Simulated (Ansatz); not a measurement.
Planning a run of Ansatz 0.2.0 on KCuCl3 (Pm-3m). The input:

```yaml
crystal:
  lattice:
    - [-4.79805202, 0.0, 0.0]
    - [0.0, 0.0, -4.79805202]
    - [0.0, -4.79805202, 0.0]
  atoms:
    - { symbol: K, position: [0.0, 0.0, 0.0] }
    - { symbol: Cu, position: [0.5, 0.5, 0.5] }
    - { symbol: Cl, position: [0.0, 0.5, 0.5] }
    - { symbol: Cl, position: [0.5, 0.0, 0.5] }
    - { symbol: Cl, position: [0.5, 0.5, 0.0] }
kpoints:
  mp_grid: { grid: [8, 8, 8] }
  band_path:
    path:
      - [[0.0, 0.0, 0.0], [0.0, 0.5, 0.0], [0.5, 0.5, 0.0], [0.0, 0.0, 0.0], [0.5, 0.5, 0.5], [0.0, 0.5, 0.0]]
      - [[0.5, 0.5, 0.5], [0.5, 0.5, 0.0]]
    npoints: 10
hamiltonian:
  xc: lda
  pseudopotentials: { kind: paw, source: ansatz }
scf:
  occupations: { method: gaussian, width: 0.08 }
  n_extra_bands: 19
  max_iter: 150
output:
  eigenvalues: true
  forces: true
  stress: true
  fatbands: true
```

```sh
ansatz run input.yaml --threads 4 --pin off --max-ram 9216MiB --backend cpu --events-out ev --progress --plain --runs-dir out
```

Q: Estimate wall time and host memory on 4 threads of Arm Neoverse V1, shared host.

It took 16 s; on shared hardware allow 7.8 s to 31 s. Peak host memory was 0.79 GiB. The sizes that set the cost: 4697 plane waves a state, 35 irreducible k points and 10 SCF cycles.

[Paths, hosts, dates, memory and timing lines, banners, echoed tables and standing remarks are left out of the program output.]

[Logs are printed without paths, hosts, clocks, repeated set-up lines and the standing remarks that a program may print on its own settings, such as how far it seeks lower states.]

[Runs of the session that timed out or met a known fault of the program may be left out.]

[Hosts, paths, dates, database ids (printed as entryN), source tags and the programs' standing remarks are cut or masked in the printed files.]
